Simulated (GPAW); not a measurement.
# BAs (F-43m): refractive index against wavelength

The refractive index of BAs (F-43m) below the direct gap (3.27 eV on the mesh) is read from one computed spectrum, n = √(Re ε).

Cell: a, b, c = 3.378, 3.378, 3.378 Å (primitive vectors), 2 atoms.

Method: GPAW 26.7.0, LDA, RPA, k-mesh 16×16×16, local fields up to 30 eV, Lorentzian half width 0.1 eV.

Launch of the response step: `OMP_NUM_THREADS=1 python df.py`. The run took 24 s, its band step included, on 1 thread of Arm Neoverse V2 (shared host).

| wavelength (nm) | photon energy E (eV) | n |
| --- | --- | --- |
| 1550 | 0.800 | 3.1424 |
| 1310 | 0.946 | 3.1553 |
| 1064 | 1.165 | ? |
| 850 | 1.459 | 3.2214 |
| 700 | 1.771 | 3.2807 |
| 633 | 1.959 | 3.3251 |
| 532 | 2.331 | 3.4387 |

In the single-oscillator model n² − 1 = E₀E_d/(E₀² − E²), so 1/(n² − 1) = E₀/E_d − E²/(E₀E_d) is linear in E².

Working, on the rows shown:

| x = E² (eV²) | y = 1/(n² − 1) |
| --- | --- |
| 0.639837 | 0.11268 |
| 0.895757 | 0.111658 |
| 2.12762 | 0.106639 |
| 3.13716 | 0.102428 |
| 3.83641 | 0.0994403 |
| 5.43137 | 0.0923817 |

Means: x̄ = 2.678, ȳ = 0.1042. Σ(x − x̄)(y − ȳ) = -0.07079, Σ(x − x̄)² = 16.77. Slope = -0.07079 / 16.77 = -0.004222; intercept = ȳ − slope · x̄ = 0.11551. Turned back into n, the line misses the rows shown by at most 0.0034.

Q: Predict the last column of the withheld row from the fit.

A: At x = 1.3578 the line gives y = 0.10978, that is 3.1795. The run gave 3.1794, so the interpolation is off by 0.00011, 0.0 % of the range in the table.

Refitted with all rows, the slope is -0.004222 and the intercept 0.11551. These give E₀ = √(intercept/−slope) = 5.23 eV and E_d = E₀/intercept = 45.3 eV; E₀ is 1.6 times the direct gap. The electronic limit at long wavelengths, without lattice vibrations, is n = √(1 + 1/intercept) = 3.108. Excitons are left out; LDA gaps are as a rule too small. The values come from a sum over the points of one k-mesh and carry its error, which grows as the direct gap shrinks. The local-field cutoff holds few shells of reciprocal vectors for this small cell, so ε∞ can read a few per cent high. Spin-orbit coupling is left out.
